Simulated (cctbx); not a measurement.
# Solving a structure by charge flipping

Cell a = 4.2740 Å, b = 4.2740 Å, c = 10.3740 Å, α = 90.00°, β = 90.00°, γ = 90.00°; space group I4/mmm (no. 139); content Dy2 Ti4 Al4.

Simulated single-crystal data (cctbx): Mo Kα, λ = 0.71073 Å, to d = 0.65 Å, 70 % of the full sphere, strongest reflection 40000 counts, noise from counting, a 6 % proportional error and a noise floor of 15 counts (s.d.); no absorption, and some extinction, which the refinements don't model.

Charge flipping in P1 on normalised amplitudes to 0.8 Å, δ = 1.1 σ, 10 % of the reflections treated as weak, 100 cycles:

```text
cycle      R  skewness
    0  0.493     0.26
    8  0.412     1.34
   16  0.432     1.69
   24  0.431     1.91
   32  0.401     4.04
   40  0.395     3.61
   48  0.386     3.87
   56  0.407     3.81
   64  0.409     3.64
   72  0.384     4.08
   80  0.388     3.77
   88  0.400     3.84
   96  0.422     3.47
origin shift          correlation  skewness
 0.004  0.111  0.154      0.828      1.06
 0.005  0.115  0.004      0.813      1.08
 0.079  0.278  0.205      0.848      6.11
 0.090  0.275  0.390      0.851      5.10
taken: symmetry correlation 0.848, skewness 6.11
peak      x       y       z  mult  height/sigma
Q1    0.0000  0.0000  0.5000    2     18.7
Q2    0.0000  0.0000  0.1405    4      6.3
Q3    0.0000  0.5000  0.2500    4      3.0
Q4    0.1402  0.1402  0.0000    8      2.3
Q5    0.1183  0.3250  0.5000   16      1.3
Q6    0.0000  0.3793  0.3719   16      1.1
Q7    0.0000  0.0000  0.0497    4      1.1
Q8    0.1343  0.1343  0.3412   16      1.0
```

The origin is taken among those within 0.04 of the best correlation, by the skewness of the map.

It took 0.56 s on 1 thread of Arm Neoverse N1, with other jobs on the host, peak memory 0.07 GiB.

**Question.** Which peaks are atoms, and which elements?

Heights go roughly as Z and multiplicities must add up to the content. First model: Q1 = Dy1 (2 in the cell, height 18.7), Q2 = Ti1 (4 in the cell, height 6.3) and Q3 = Al1 (4 in the cell, height 3.0). Against the true structure, Q1 is Dy, Q2 is Ti and Q3 is Al; the other peaks are not atoms.

Least squares on F², isotropic:

```text
Rint 0.044, 135 unique reflections to 0.65 A
cycle     R1     wR2    GooF  max shift (A)
   1  0.1010  0.2554   9.989   0.02753
   2  0.0471  0.1678   6.563   0.00033
final R1 0.0471 wR2 0.1678 GooF 6.562  parameters 4  data/parameter 33.8
atom        x        y        z      Ueq    occ   su(xyz)  su(Uiso or U11)
Dy1    0.00000  0.00000  0.50000   0.0136  1.000  0.00000  0.0006
Ti1    0.00000  0.00000  0.13788   0.0116  1.000  0.00032  0.0008
Al1    0.00000  0.50000  0.25000   0.0147  1.000  0.00000  0.0013
difference map: max 11.22 min -6.55 rms 0.58
Q1    0.0000  0.0000  0.4640    4   11.47  0.37 A from Dy1
Q2    0.0000  0.2000  0.5000    8    1.22  0.85 A from Dy1
Q3    0.1467  0.1467  0.5000    8    1.13  0.89 A from Dy1
Q4    0.0749  0.0749  0.3870   16    1.06  1.26 A from Dy1
Q5    0.0000  0.0000  0.0000    2    1.01  1.43 A from Ti1
```

Anisotropic refinement:

```text
Rint 0.044, 135 unique reflections to 0.65 A
cycle     R1     wR2    GooF  max shift (A)
   1  0.0471  0.1678   6.639   0.00100
   2  0.0142  0.0272   1.077   0.00000
final R1 0.0142 wR2 0.0272 GooF 1.077  parameters 7  data/parameter 19.3
atom        x        y        z      Ueq    occ   su(xyz)  su(Uiso or U11)
Dy1    0.00000  0.00000  0.50000   0.0132  1.000  0.00000  0.0001
Ti1    0.00000  0.00000  0.13798   0.0124  1.000  0.00006  0.0002
Al1    0.00000  0.50000  0.25000   0.0154  1.000  0.00000  0.0003
difference map: max 0.76 min -1.02 rms 0.22
Q1    0.0000  0.0000  0.3296    4    0.76  1.77 A from Dy1
Q2    0.2336  0.2336  0.3436   16    0.56  1.62 A from Ti1
Q3    0.0000  0.2070  0.0327   16    0.55  1.41 A from Ti1
Q4    0.2296  0.2296  0.0000    8    0.52  1.63 A from Dy1
Q5    0.0756  0.2650  0.3144   32    0.41  1.25 A from Al1
Q6    0.0000  0.2792  0.2324   16    0.39  0.96 A from Al1
```

**Reading.** The refinement ends at R1 = 0.0142, wR2 = 0.0272, GooF = 1.08, with difference density between -1.02 and 0.76 e/Å³. Every site matches the true model in element, within 0.001 Å r.m.s., up to an allowed shift of origin.

True model:

```csv
atom,mult.,x,y,z,Ueq (Å²)
Dy1,2,0,0,0,0.0135
Ti1,4,1/2,1/2,0.1380,0.0124
Al1,4,1/2,0,1/4,0.0156
```

The model was made for the exercise: a known structure type with other elements put in, its volume estimated, not relaxed; displacement parameters are assumed.

[Middle refinement cycles are left out of these outputs.]

[Logs are printed without paths, hosts, clocks, repeated set-up lines and the standing remarks that a program may print on its own settings, such as how far it seeks lower states.]
